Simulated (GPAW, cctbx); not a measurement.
## BaLiGe: what bonding does to one electron reflection, worked out

BaLiGe, P-6m2 (no. 187), a = 4.9200 Å, b = 4.9200 Å, c = 4.1379 Å, α = 90.00°, β = 90.00°, γ = 120.00°.

```
atom  mult.    x    y    z
 Ba1      1  2/3  1/3    0
 Ge1      1  1/3  2/3  1/2
 Li1      1    0    0  1/2
```

The start was made by putting kin elements into a known structure type; the compound need not exist, or be stable, in this form.

A DFT run (GPAW, PBE, 550 eV, 6×6×6 k-points, Fermi–Dirac width 0.1 eV) gives the static X-ray structure factor of 001 as 18.636 e for the conventional cell; superposed free atoms give 19.028 e. **Problem.** Find the Fourier component V of the crystal potential and the two-beam extinction distance at 80 kV in both cases.

## 1. Geometry

The cell volume is Ω = 86.74 Å³ and d(001) = 4.1379 Å, so g = 1/d = 0.2417 Å⁻¹.

## 2. The nuclei

Electrons feel nuclei as well as electrons, so the nuclear charges are summed with the same phases.

Phase sums Σ exp(2πi h·x), turned so that the total is real and positive: Ba +1.000, Ge -1.000, Li -1.000. Then F_Z = 56 × (+1.000) + 32 × (-1.000) + 3 × (-1.000) = 21.00 e. The electron term has the same sign for this reflection.

## 3. Mott–Bethe

Poisson's equation, term by term, gives V = (e/4πε₀)(F_Z − F)/(πΩg²), with e/4πε₀ = 14.3996 V Å.

The prefactor is 14.3996 × 4.1379²/(π × 86.74) = 0.90473 V per electron. Free atoms: (21.00 − 19.028) × 0.90473 = 1.784 V. Crystal: (21.00 − 18.636) × 0.90473 = 2.139 V. F changes by -2.06 % and V by +19.9 %: the same 0.39 e is measured against F_Z − F = 2.0 e in place of F = 19.0 e.

## 4. Extinction distance

In the two-beam case ξ = 1/(λU) with U = 2γm₀eV/h², that is ξ = 150.41 V Å²/(γλV).

At 80 kV, λ = 0.04176 Å and γ = 1.1566. Free atoms: ξ = 1746 Å. Crystal: ξ = 1456 Å. The thickness fringes go as sin²(πt/ξ), so the two patterns slip by a quarter of a period when t|1/ξ₁ − 1/ξ₀| = 1/4, at t ≈ 220 nm. Thermal motion, absorption and many-beam coupling, left out here, change a real pattern.

## 5. Answer

V(001) is 2.14 V against 1.78 V, and ξ is 1456 against 1746 Å. Limits: static atoms, two beams.

[Outputs are excerpts: Python notices, other lines and further rows are left out; steps that failed or that the build refused (PBEsol, TPSS) are not shown.]

[Logs are printed without paths, hosts, clocks, repeated set-up lines and the standing remarks that a program may print on its own settings, such as how far it seeks lower states.]
